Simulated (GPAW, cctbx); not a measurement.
# By hand: from a DFT structure factor to an extinction distance in CdSiAsP

CdSiAsP, I2_12_12_1 (no. 24), a = 5.7981 Å, b = 5.8892 Å, c = 10.8384 Å, α = 90.00°, β = 90.00°, γ = 90.00°.

| atom | mult. | x | y | z |
| --- | --- | --- | --- | --- |
| Cd1 | 4 | 0 | 1/4 | 0.3842 |
| As1 | 4 | 0.2853 | 1/2 | 1/4 |
| P1 | 4 | 1/4 | 0.0480 | 0 |
| Si1 | 4 | 1/2 | 3/4 | 0.3790 |

The start was made by putting kin elements into a known structure type; the compound need not exist, or be stable, in this form.

A DFT run (GPAW, PBE, 450 eV, 4×4×4 k-points, Fermi–Dirac width 0.05 eV) gives the static X-ray structure factor of 020 as 56.786 e for the conventional cell; superposed free atoms give 57.730 e. **Problem.** Find the Fourier component V of the crystal potential and the two-beam extinction distance at 80 kV in both cases.

### 1. Geometry

The cell volume is Ω = 370.09 Å³ and d(020) = 2.9446 Å, so g = 1/d = 0.3396 Å⁻¹.

### 2. The nuclei

Electrons feel nuclei as well as electrons, so the nuclear charges are summed with the same phases.

Phase sums Σ exp(2πi h·x), turned so that the total is real and positive: Cd +4.000, As -4.000, P -3.293, Si +4.000. Then F_Z = 48 × (+4.000) + 33 × (-4.000) + 15 × (-3.293) + 14 × (+4.000) = 66.60 e. The electron term has the same sign for this reflection.

### 3. Mott–Bethe

Poisson's equation, term by term, gives V = (e/4πε₀)(F_Z − F)/(πΩg²), with e/4πε₀ = 14.3996 V Å.

The prefactor is 14.3996 × 2.9446²/(π × 370.09) = 0.10738 V per electron. Free atoms: (66.60 − 57.730) × 0.10738 = 0.952 V. Crystal: (66.60 − 56.786) × 0.10738 = 1.054 V. F changes by -1.64 % and V by +10.6 %: the same 0.94 e is measured against F_Z − F = 8.9 e in place of F = 57.7 e.

### 4. Extinction distance

In the two-beam case ξ = 1/(λU) with U = 2γm₀eV/h², that is ξ = 150.41 V Å²/(γλV).

At 80 kV, λ = 0.04176 Å and γ = 1.1566. Free atoms: ξ = 3271 Å. Crystal: ξ = 2956 Å. The thickness fringes go as sin²(πt/ξ), so the two patterns slip by a quarter of a period when t|1/ξ₁ − 1/ξ₀| = 1/4, at t ≈ 768 nm. Thermal motion, absorption and many-beam coupling, left out here, change a real pattern.

### 5. Answer

V(020) is 1.05 V against 0.95 V, and ξ is 2956 against 3271 Å. Limits: static atoms, two beams.
